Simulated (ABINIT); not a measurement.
## PNO (Cc): a self-consistent loop beyond G0W0, cycle by cycle

Aim: iterate the self-energy on PNO (Cc) and follow the gap from cycle to cycle.

Main program and level: ABINIT 10.8.3; LDA and many-body steps on it, plane waves.

**1. The structure**

The structure is monoclinic, space group Cc (No. 9). Conventional cell: a = 6.556 Å, b = 6.572 Å, c = 4.620 Å, α = 90.00°, β = 130.96°, γ = 90.00°. Nearest to P lie 2 N at 1.55 Å and 2 O at 1.60 Å. Nearest to N lie 2 P at 1.55 Å. Nearest to O lie 2 P at 1.60 Å. Farther neighbours and most contacts between anions are not listed.

The cell and positions are those that the Materials Project relaxed with its own functionals (PBE, PBE+U or r2SCAN), kept fixed.

**2. Empty states on the mesh, 2×2×4 mesh, 71 bands**

This step: ABINIT 10.8.3; DFT, LDA, plane waves, norm-conserving pseudopotentials.

The sums over transitions need many empty states on a uniform mesh; this step solves for them.

run.abi reads:

```
acell 3*1.0 Angstrom
rprim 
  3.278002254000 -3.286113380400 0.000000000000
  3.278002254000 3.286113380400 0.000000000000
  -3.028551860300 0.000000000000 3.488865954800
ntypat 3
znucl 15 7 8
natom 6
typat 1 1 2 2 3 3
xred 
  0.730409600000 0.010313920000 0.000167090000
  0.010313920000 0.730409600000 0.500167090000
  0.742864730000 0.382544620000 0.249632690000
  0.382544620000 0.742864730000 0.749632690000
  0.883089610000 0.000777520000 0.750200220000
  0.000777520000 0.883089610000 0.250200220000
pp_dirpath "pseudos"
pseudos "P.upf, N.upf, O.upf"
ecut 36
ngkpt 2 2 4
nshiftk 1
shiftk 0 0 0
kptopt 1
chksymbreak 0
iscf -2
irdden 1
istwfk *1
nband 71
nbdbuf 6
tolwfr 1e-09
nstep 60
prtvol 0
indata_prefix "in"
outdata_prefix "out"
tmpdata_prefix "tmp"
```

On the command line:

```
$ OMP_NUM_THREADS=1 mpirun -n 4 abinit run.abi > log
```

Numbers of over 12 decimals in the logs are rounded to 6 here.

What it wrote:

```text
.Version 10.8.3 of ABINIT. v10.8.2 released Aug 2026.

 Symmetries : space group Cc (#  9); Bravais mC (1-face-center monocl.)
[... echo of the input left out ...]
== DATASET  1 ==================================================================
-   mpi_nproc: 4, omp_nthreads: 1 (-1 if OMP is not activated)

--- !DatasetInfo
iteration_state: {dtset: 1, }
dimensions: {natom: 6, nkpt: 9, mband: 71, nsppol: 1, nspinor: 1, nspden: 1, mpw: 5252, }
cutoff_energies: {ecut:  36.0, pawecutdg:  -1.0, }
[...]
1.11568    1.14693    1.15366    1.15997    1.18039    1.20020    1.21026    1.26811
   1.28682    1.30789    1.34212    1.35068    1.36251    1.39038    1.41849    1.44284
   1.45062    1.46662    1.47470    1.49215    1.50856    1.52618    1.57737
 prteigrs : prtvol=0 or 1, do not print more k-points.

== END DATASET(S) ==============================================================
================================================================================

 -outvars: echo values of variables after computation  --------
            nband          71
             nkpt           9
          spgroup           9
 [... the other variables as echoed above ...]

 Calculation completed.
```

Wall time 29 s (4 MPI ranks of Arm Neoverse V1, shared host); peak memory 0.32 GiB.

Numbers from this step:

| Property | Result |
| --- | --- |
| gap | 5.021 eV |
| k of the valence top | 0.5, 0.5, 0 |
| k of the conduction bottom | 0, 0, 0 |
| least direct gap | 5.560 eV |
| k points computed | 9 |
| lowest point of the top converged band, above the valence top | 37.41 eV |

On this mesh the gap is 5.021 eV.

The density comes from a self-consistent run that is not shown.

**3. Screening, 2×2×4 mesh, 65 bands, screening to 106.1 eV**

The RPA dielectric matrix is built and inverted for each q.

This step: RPA screening on LDA, plane waves, norm-conserving pseudopotentials.

Edit run.abi of step 2 so:

```diff
@@ -24,10 +24,11 @@
 chksymbreak 0
-iscf -2
-irdden 1
 istwfk *1
-nband 71
-nbdbuf 6
-tolwfr 1e-09
-nstep 60
-prtvol 0
+occopt 1
+irdwfk 1
+optdriver 3
+nband 65
+ecuteps 3.9
+inclvkb 2
+awtr 1
+symchi 1
 indata_prefix "in"
```

What it wrote:

```text
.Version 10.8.3 of ABINIT. v10.8.2 released Aug 2026.

 Symmetries : space group Cc (#  9); Bravais mC (1-face-center monocl.)
[... echo of the input left out ...]
== DATASET  1 ==================================================================
-   mpi_nproc: 4, omp_nthreads: 1 (-1 if OMP is not activated)

--- !DatasetInfo
iteration_state: {dtset: 1, }
dimensions: {natom: 6, nkpt: 9, mband: 65, nsppol: 1, nspinor: 1, nspden: 1, mpw: 5252, }
cutoff_energies: {ecut:  36.0, pawecutdg:  -1.0, }
electrons: {nelect:   3.20000000E+01, charge:   0.00000000E+00, occopt:   1.00000000E+00, tsmear:   1.00000000E-02, }

 SCREENING: Calculation of the susceptibility and dielectric matrices

 Based on a program developped by R.W. Godby, V. Olevano, G. Onida, and L. Reining.
 Incorporated in ABINIT by V. Olevano, G.-M. Rignanese, and M. Torrent.
.Using double precision arithmetic ; gwpc =  8

[... cell and pseudopotentials left out ...]
--------------------------------------------------------------------------------

 ==== K-mesh for the wavefunctions ====
 Number of points in the irreducible wedge :     9
[... list of points left out ...]
 Together with  2 symmetry operations and time-reversal symmetry
 yields    16 points in the full Brillouin Zone.

 ==== Q-mesh for the screening function ====
 Number of points in the irreducible wedge :     9
[... list of points left out ...]
 Together with  2 symmetry operations and time-reversal symmetry
 yields    16 points in the full Brillouin Zone.

 setmesh: FFT mesh size selected  =    27x   27x   24
          total number of points  =        17496

 vcoul_init : cutoff-mode = AUXILIARY_FUNCTION
 q-points for optical limit:   1
     1)      0.000010    0.000020    0.000030

- screening: taking advantage of time-reversal symmetry
- Maximum band index for partially occupied states nbvw = 16
- Remaining bands to be divided among processors   nbcw = 49
- Number of bands treated by each node ~12

 Number of electrons calculated from density =   32.0000; Expected =   32.0000
 average of density, n =  0.063088
 r_s =    1.5583
 omega_plasma =   24.2287 [eV]

 calculating chi0 at frequencies [eV] :
  1    0.000000E+00    0.000000E+00
  2    0.000000E+00    2.422865E+01

--------------------------------------------------------------------------------
  q-point number  1        q = ( 0.000000, 0.000000, 0.000000) [r.l.u.]
--------------------------------------------------------------------------------
[... chi0 elements left out ...]
 For q-point:  0.000010 0.000020 0.000030
  dielectric constant =   3.2475
  dielectric constant without local fields =   3.5209

  Average fulfillment of the sum rule on Im[epsilon] for q-point    1 :     44.66  [%]
[... wings left out ...]
  q-point number  2        q = ( 0.500000, 0.000000, 0.000000) [r.l.u.]
--------------------------------------------------------------------------------
[... chi0 elements left out ...]
  Average fulfillment of the sum rule on Im[epsilon] for q-point    2 :     54.83  [%]

 [... 7 further q-points ...]
```

Elapsed: 16 s, on 4 MPI ranks; peak memory 0.75 GiB.

Numbers from this step:

* ε∞ with local fields, on this mesh, along the program's q direction: 3.248
* the same without local fields: 3.521
* plasma frequency: 24.23 eV
* plane waves in the screening matrix: 179

Local fields lower ε∞ by 8 %. On a Γ-centred mesh this coarse the value itself is usually too large, while a short band sum pulls it down.

**4. G0W0**

The self-energy is evaluated for the states that the input lists, and the levels follow from it, in one-shot runs by the linearised quasiparticle equation.

This step: G0W0 on LDA, plane waves, norm-conserving pseudopotentials.

Edit run.abi of step 3 so:

```diff
@@ -27,8 +27,17 @@
 irdwfk 1
-optdriver 3
+optdriver 4
 nband 65
+gwcalctyp 0
+ecutsigx 36
+symsigma 1
+nkptgw 2
+kptgw 
+  0.5000000000 0.5000000000 0.0000000000
+  0.0000000000 0.0000000000 0.0000000000
+bdgw 
+  15 18
+  15 18
 ecuteps 3.9
-inclvkb 2
-awtr 1
-symchi 1
+irdscr 1
+ppmodel 1
 indata_prefix "in"
```

What it wrote:

```text
.Version 10.8.3 of ABINIT. v10.8.2 released Aug 2026.

 Symmetries : space group Cc (#  9); Bravais mC (1-face-center monocl.)
[... echo of the input left out ...]
== DATASET  1 ==================================================================
-   mpi_nproc: 4, omp_nthreads: 1 (-1 if OMP is not activated)

--- !DatasetInfo
iteration_state: {dtset: 1, }
dimensions: {natom: 6, nkpt: 9, mband: 65, nsppol: 1, nspinor: 1, nspden: 1, mpw: 5252, }
cutoff_energies: {ecut:  36.0, pawecutdg:  -1.0, }
electrons: {nelect:   3.20000000E+01, charge:   0.00000000E+00, occopt:   1.00000000E+00, tsmear:   1.00000000E-02, }

 SIGMA: Calculation of the GW corrections

 Based on a program developped by R.W. Godby, V. Olevano, G. Onida, and L. Reining.
 Incorporated in ABINIT by V. Olevano, G.-M. Rignanese, and M. Torrent.
.Using double precision arithmetic ; gwpc =  8

[... cell and pseudopotentials left out ...]
--------------------------------------------------------------------------------

 ==== K-mesh for the wavefunctions ====
 Number of points in the irreducible wedge :     9
[... list of points left out ...]
 Together with  2 symmetry operations and time-reversal symmetry
 yields    16 points in the full Brillouin Zone.

 ==== Q-mesh for screening function ====
 Number of points in the irreducible wedge :     9
[... list of points left out ...]
 Together with  2 symmetry operations and time-reversal symmetry
 yields    16 points in the full Brillouin Zone.

 vcoul_init : cutoff-mode = AUXILIARY_FUNCTION
 q-points for optical limit:   1
     1)      0.000010    0.000020    0.000030
 setmesh: FFT mesh size selected  =    45x   45x   36
          total number of points  =        72900

 Number of electrons calculated from density =   32.0000; Expected =   32.0000
 average of density, n =  0.063088
 r_s =    1.5583
 omega_plasma =   24.2287 [eV]

 === KS Band Gaps ===
  >>>> For spin  1
   Minimum direct gap =   5.5601 [eV], located at k-point      :   0.0000  0.0000  0.0000
   Fundamental gap    =   5.0215 [eV], Top of valence bands at :   0.5000  0.5000  0.0000
                                       Bottom of conduction at :   0.0000  0.0000  0.0000
 SIGMA fundamental parameters:
 PLASMON POLE MODEL  1
 number of plane-waves for SigmaX                 5209
 number of plane-waves for SigmaC and W            179
 number of plane-waves for wavefunctions          5209
 number of bands                                    65
 number of independent spin polarizations            1
 number of spinorial components                      1
 number of k-points in IBZ                           9
 number of q-points in IBZ                           9
 number of symmetry operations                       2
 number of k-points in BZ                           16
 number of q-points in BZ                           16
 number of frequencies for dSigma/dE                 9
 frequency step for dSigma/dE [eV]                0.25
 number of omega for Sigma on real axis              0
 max omega for Sigma on real axis  [eV]           0.00
 zcut for avoiding poles [eV]                     0.10

 EPSILON^-1 parameters (SCR file):
 dimension of the eps^-1 matrix on file            179
 dimension of the eps^-1 matrix used               179
 number of plane-waves for wavefunctions          5209
 number of bands                                    65
 number of q-points in IBZ                           9
 number of frequencies                               2
 number of real frequencies                          1
 number of imag frequencies                          1

 matrix elements of self-energy operator (all in [eV])

 Perturbative Calculation

--- !SelfEnergy_ee
iteration_state: {dtset: 1, }
kpoint     : [   0.500,    0.500,    0.000, ]
spin       : 1
KS_gap     :    5.743
QP_gap     :    8.098
Delta_QP_KS:    2.354
data: !SigmaeeData |
     Band     E0 <VxcDFT>   SigX SigC(E0)      Z dSigC/dE  Sig(E)    E-E0       E
       15   1.395 -16.439 -20.301   3.413   0.813  -0.229 -16.804  -0.365   1.030
       16   2.000 -17.206 -21.165   3.580   0.810  -0.234 -17.513  -0.307   1.693
       17   7.743 -13.690  -7.854  -3.394   0.838  -0.193 -11.643   2.047   9.790
       18   9.003 -13.272  -7.324  -3.539   0.837  -0.195 -11.256   2.017  11.020

--- !SelfEnergy_ee
iteration_state: {dtset: 1, }
kpoint     : [   0.000,    0.000,    0.000, ]
spin       : 1
KS_gap     :    5.560
QP_gap     :    7.853
Delta_QP_KS:    2.293
data: !SigmaeeData |
     Band     E0 <VxcDFT>   SigX SigC(E0)      Z dSigC/dE  Sig(E)    E-E0       E
       15   1.407 -16.901 -20.988   3.595   0.812  -0.231 -17.301  -0.400   1.007
       16   1.461 -16.630 -20.779   3.618   0.811  -0.233 -17.061  -0.430   1.031
       17   7.021 -12.331  -6.984  -3.144   0.846  -0.182 -10.468   1.863   8.884
       18   7.447 -12.883  -7.584  -3.344   0.847  -0.181 -11.228   1.656   9.103

== END DATASET(S) ==============================================================
================================================================================

 -outvars: echo values of variables after computation  --------
           etotal      0.0000000000E+00
            nband          65
             nkpt           9
          spgroup           9
 [... the other variables as echoed above ...]

 Calculation completed.
```

It took 5.3 s on 4 MPI ranks; peak memory 0.62 GiB.

This step gave:

```yaml
g0w0_gap_on_the_points_computed: 7.191 eV
starting_gap_on_the_mesh: 5.021 eV
k_of_the_valence_top: 0.5, 0.5, 0
k_of_the_conduction_bottom: 0, 0, 0
z_at_the_valence_top: 0.81
z_at_the_conduction_bottom: 0.846
least_direct_g0w0_gap_on_the_computed_points: 7.853 eV
```

The gap on the mesh goes from 5.02 eV to 7.19 eV, a correction of +2.17 eV.

**5. evGW0, cycle 1**

This step: evGW0 on LDA, plane waves, norm-conserving pseudopotentials.

Edit run.abi of step 4 so:

```diff
@@ -29,12 +29,26 @@
 nband 65
-gwcalctyp 0
+gwcalctyp 10
 ecutsigx 36
 symsigma 1
-nkptgw 2
+nkptgw 9
 kptgw 
+  0.0000000000 0.0000000000 0.0000000000
+  0.5000000000 0.0000000000 0.0000000000
   0.5000000000 0.5000000000 0.0000000000
-  0.0000000000 0.0000000000 0.0000000000
+  0.0000000000 0.0000000000 0.2500000000
+  0.5000000000 0.0000000000 0.2500000000
+  0.5000000000 0.5000000000 0.2500000000
+  0.0000000000 0.0000000000 0.5000000000
+  0.5000000000 0.0000000000 0.5000000000
+  0.5000000000 0.5000000000 0.5000000000
 bdgw 
-  15 18
-  15 18
+  1 24
+  1 24
+  1 24
+  1 24
+  1 24
+  1 24
+  1 24
+  1 24
+  1 24
 ecuteps 3.9
```

What it wrote:

```text
.Version 10.8.3 of ABINIT. v10.8.2 released Aug 2026.

 Symmetries : space group Cc (#  9); Bravais mC (1-face-center monocl.)
[... echo of the input left out ...]
== DATASET  1 ==================================================================
-   mpi_nproc: 4, omp_nthreads: 1 (-1 if OMP is not activated)

--- !DatasetInfo
iteration_state: {dtset: 1, }
dimensions: {natom: 6, nkpt: 9, mband: 65, nsppol: 1, nspinor: 1, nspden: 1, mpw: 5252, }
cutoff_energies: {ecut:  36.0, pawecutdg:  -1.0, }
electrons: {nelect:   3.20000000E+01, charge:   0.00000000E+00, occopt:   1.00000000E+00, tsmear:   1.00000000E-02, }

 SIGMA: Calculation of the GW corrections

 Based on a program developped by R.W. Godby, V. Olevano, G. Onida, and L. Reining.
 Incorporated in ABINIT by V. Olevano, G.-M. Rignanese, and M. Torrent.
.Using double precision arithmetic ; gwpc =  8

[... cell and pseudopotentials left out ...]
--------------------------------------------------------------------------------

 ==== K-mesh for the wavefunctions ====
 Number of points in the irreducible wedge :     9
[... list of points left out ...]
 Together with  2 symmetry operations and time-reversal symmetry
 yields    16 points in the full Brillouin Zone.

 ==== Q-mesh for screening function ====
 Number of points in the irreducible wedge :     9
[... list of points left out ...]
 Together with  2 symmetry operations and time-reversal symmetry
 yields    16 points in the full Brillouin Zone.

 vcoul_init : cutoff-mode = AUXILIARY_FUNCTION
 q-points for optical limit:   1
     1)      0.000010    0.000020    0.000030
 setmesh: FFT mesh size selected  =    45x   45x   36
          total number of points  =        72900

 Number of electrons calculated from density =   32.0000; Expected =   32.0000
[...]
QP_gap     :    8.199
Delta_QP_KS:    2.274
data: !SigmaeeData |
     Band     E_DFT   <VxcDFT>   E(N-1)  <Hhartree>   SigX  SigC[E(N-1)]    Z     dSigC/dE  Sig[E(N)]  DeltaE  E(N)_pert E(N)_diago
[...]
--- !SelfEnergy_ee
iteration_state: {dtset: 1, }
kpoint     : [   0.500,    0.500,    0.500, ]
spin       : 1
KS_gap     :    7.367
QP_gap     :    9.947
Delta_QP_KS:    2.580
data: !SigmaeeData |
     Band     E_DFT   <VxcDFT>   E(N-1)  <Hhartree>   SigX  SigC[E(N-1)]    Z     dSigC/dE  Sig[E(N)]  DeltaE  E(N)_pert E(N)_diago
[...]
23    12.283   -10.598    12.283    22.881    -4.787    -3.577     0.846    -0.182    -8.708     1.890    14.173    14.517
       24    12.283   -10.598    12.283    22.881    -4.787    -3.577     0.846    -0.182    -8.708     1.890    14.173    14.517

 New Fermi energy :        1.992591E-01 Ha ,    5.422117E+00 eV
 New Exchange energy :    -1.422696E+01 Ha ,   -3.871353E+02 eV

 === QP Band Gaps ===
  >>>> For spin  1
   Minimum direct gap =   8.2929 [eV], located at k-point      :   0.0000  0.0000  0.0000
   Fundamental gap    =   7.6031 [eV], Top of valence bands at :   0.5000  0.5000  0.0000
                                       Bottom of conduction at :   0.0000  0.0000  0.0000

 writing QP data on file : out_QPS

 Convergence of QP corrections
 >>>>> For spin  1 <<<<<
.  kptgw no:  1; Maximum DeltaE = (   2.373   0.000) for band index: 24
.  kptgw no:  2; Maximum DeltaE = (   2.326   0.002) for band index: 24
.  kptgw no:  3; Maximum DeltaE = (   2.340   0.000) for band index: 20
[...]
.  kptgw no:  8; Maximum DeltaE = (   2.438  -0.005) for band index: 24
.  kptgw no:  9; Maximum DeltaE = (   2.248  -0.000) for band index: 22

== END DATASET(S) ==============================================================
================================================================================

 -outvars: echo values of variables after computation  --------
           etotal      0.0000000000E+00
            nband          65
             nkpt           9
          spgroup           9
 [... the other variables as echoed above ...]

 Calculation completed.
```

It took 81 s on 4 MPI ranks; peak memory 1.9 GiB.

Numbers from this step:

| Property | Result |
| --- | --- |
| quasiparticle gap on the mesh | 7.603 eV |
| gap of the density functional on the mesh | 5.021 eV |
| k of the valence top | 0.5, 0.5, 0 |
| k of the conduction bottom | 0, 0, 0 |
| Z at the valence top | 0.81 |
| Z at the conduction bottom | 0.846 |
| least direct quasiparticle gap on the computed points | 8.293 eV |

Against G0W0 in ABINIT (2×2×4 mesh, 65 bands, screening to 106.1 eV, Godby-Needs plasmon pole), the gap moves by +0.412 eV. This first cycle still uses the starting levels; it takes the full correction, at all points of the mesh, and its linearised value is 7.191 eV.

**6. evGW0, cycle 2**

The corrected levels of the last cycle go back in.

Edit run.abi of step 5 so:

```diff
@@ -56,2 +56,3 @@
 ppmodel 1
+irdqps 1
 indata_prefix "in"
```

What it wrote:

```text
.Version 10.8.3 of ABINIT. v10.8.2 released Aug 2026.

 Symmetries : space group Cc (#  9); Bravais mC (1-face-center monocl.)
[... echo of the input left out ...]
== DATASET  1 ==================================================================
-   mpi_nproc: 4, omp_nthreads: 1 (-1 if OMP is not activated)

--- !DatasetInfo
iteration_state: {dtset: 1, }
dimensions: {natom: 6, nkpt: 9, mband: 65, nsppol: 1, nspinor: 1, nspden: 1, mpw: 5252, }
cutoff_energies: {ecut:  36.0, pawecutdg:  -1.0, }
[...]
.  kptgw no:  3; Maximum DeltaE = (   0.280   0.043) for band index:  2
[...]
.  kptgw no:  8; Maximum DeltaE = (   0.254   0.010) for band index:  2
.  kptgw no:  9; Maximum DeltaE = (   0.237   0.029) for band index:  2

== END DATASET(S) ==============================================================
================================================================================

 -outvars: echo values of variables after computation  --------
           etotal      0.0000000000E+00
            nband          65
             nkpt           9
          spgroup           9
 [... the other variables as echoed above ...]

 Calculation completed.
```

It took 82 s on 4 MPI ranks; peak memory 1.9 GiB; 5.4 min of CPU time.

This step gave:

* quasiparticle gap on the mesh: 7.465 eV
* gap of the density functional on the mesh: 5.021 eV
* k of the valence top: 0.5, 0.5, 0
* k of the conduction bottom: 0, 0, 0
* least direct quasiparticle gap on the computed points: 8.132 eV

Against the cycle before, the gap moves by −0.138 eV.

(Continued in part 2 of 3.)

[Paths, hosts, dates, memory and timing lines, banners, echoed tables and standing remarks are left out of the program output.]

[Logs are printed without paths, hosts, clocks, repeated set-up lines and the standing remarks that a program may print on its own settings, such as how far it seeks lower states.]

[Runs of the session that timed out or met a known fault of the program may be left out.]

[Hosts, paths, dates, database ids (printed as entryN), source tags and the programs' standing remarks are cut or masked in the printed files.]

[G0W0 gaps are taken among the corrected bands and points alone; a level outside them can change the order at an edge.]

[Where Ansatz stands beside ABINIT at settings called matched, ABINIT's density can come from a denser mesh and the files from another edition; pairs whose starting gaps differed by over 0.03 eV were left out, so agreement reads better than it is.]
